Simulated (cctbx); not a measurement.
# Occupancies in Cu2AgBr6N

Cell a = 10.0860 Å, b = 10.0860 Å, c = 10.0860 Å, α = 90.00°, β = 90.00°, γ = 90.00°; space group Fm-3m (no. 225); nominal formula Cu2AgBr6N.

Simulated single-crystal data (cctbx): Mo Kα, λ = 0.71073 Å, to d = 0.84 Å, 70 % of the full sphere, strongest reflection 5000 counts, noise from counting, a 6 % proportional error and a noise floor of 4 counts (s.d.); no absorption.

With every site full:

```text
Rint 0.060, 71 unique reflections to 0.84 A
cycle     R1     wR2    GooF  max shift (A)
   1  0.1292  0.3328  10.258   0.00005
   2  0.0384  0.0848   2.612   0.00000
final R1 0.0384 wR2 0.0848 GooF 2.612  parameters 6  data/parameter 11.8
atom        x        y        z      Ueq    occ   su(xyz)  su(Uiso or U11)
Ag1    0.50000  0.00000  0.00000   0.0088  1.000  0.00000  0.0009
Br1    0.00000  0.00000  0.75091   0.0011  1.000  0.00014  0.0007
Cu2    0.25000  0.75000  0.75000  -0.0040  1.000  0.00000  0.0008  NPD
N1     0.00000  0.00000  0.00000  -0.0017  1.000  0.00000  0.0056  NPD
difference map: max 3.22 min -1.43 rms 0.40
Q1    0.2500  0.2500  0.2500    8    3.23  0.00 A from Cu2
Q2    0.0000  0.0000  0.2450   24    1.98  0.04 A from Br1
Q3    0.0634  0.0634  0.4366   32    0.54  1.11 A from Ag1
Q4    0.0467  0.0467  0.1226   96    0.45  1.41 A from N1
Q5    0.1114  0.2051  0.2949   96    0.39  1.54 A from Cu2
Q6    0.0969  0.2101  0.2101   96    0.34  1.65 A from Cu2
```

With the occupancies of the suspect sites free, each still typed as its main element:

```text
Rint 0.060, 71 unique reflections to 0.84 A
cycle     R1     wR2    GooF  max shift (A)
   1  0.0883  0.2470   7.732   0.00015
   7  0.0108  0.0281   0.879   0.00000
final R1 0.0108 wR2 0.0281 GooF 0.879  parameters 8  data/parameter 8.9
atom        x        y        z      Ueq    occ   su(xyz)  su(Uiso or U11)
Ag1    0.50000  0.00000  0.00000   0.0057  0.893  0.00000  0.0004
Br1    0.00000  0.00000  0.75089   0.0037  1.000  0.00005  0.0003
Cu2    0.25000  0.75000  0.75000   0.0035  1.088  0.00000  0.0004
N1     0.00000  0.00000  0.00000   0.0021  1.000  0.00000  0.0019
su of occupancy Ag1: 0.007
su of occupancy Cu2: 0.006
difference map: max 0.34 min -0.38 rms 0.10
Q1    0.0572  0.0572  0.1400   96    0.34  1.37 A from Br1
Q2    0.0595  0.0595  0.4405   32    0.32  1.04 A from Ag1
Q3    0.0000  0.0800  0.4200   48    0.29  1.14 A from Ag1
Q4    0.1956  0.1956  0.1956   32    0.27  0.95 A from Cu2
Q5    0.1258  0.2095  0.2905   96    0.25  1.38 A from Cu2
Q6    0.0741  0.2110  0.2110   96    0.16  1.86 A from Cu2
```

**Question.** What is the disorder?

X-rays count electrons. Ag1 refines to 0.893(0.007), or 42.0 electrons; the site truly holds 0.7 Ag and 0.3 Cu, 41.6 electrons, which is 0.885 of Ag; Cu2 refines to 1.088(0.006), or 31.6 electrons; the site truly holds 0.85 Cu and 0.15 Ag, 31.7 electrons, which is 1.093 of Cu. A value under 1 can't tell vacancies from a lighter guest, and one over 1 needs a heavier guest; chemistry or a second radiation must settle which. Occupancy correlates with U and the scale, and the two elements' form factors differ in shape, so the match is approximate.

Freeing them takes R1 from 0.0384 to 0.0108 and GooF from 2.61 to 0.88.

This is a model crystal, built by substitution and not relaxed, with assumed displacement parameters.

[Middle refinement cycles are left out of these outputs.]

[Logs are printed without paths, hosts, clocks, repeated set-up lines and the standing remarks that a program may print on its own settings, such as how far it seeks lower states.]
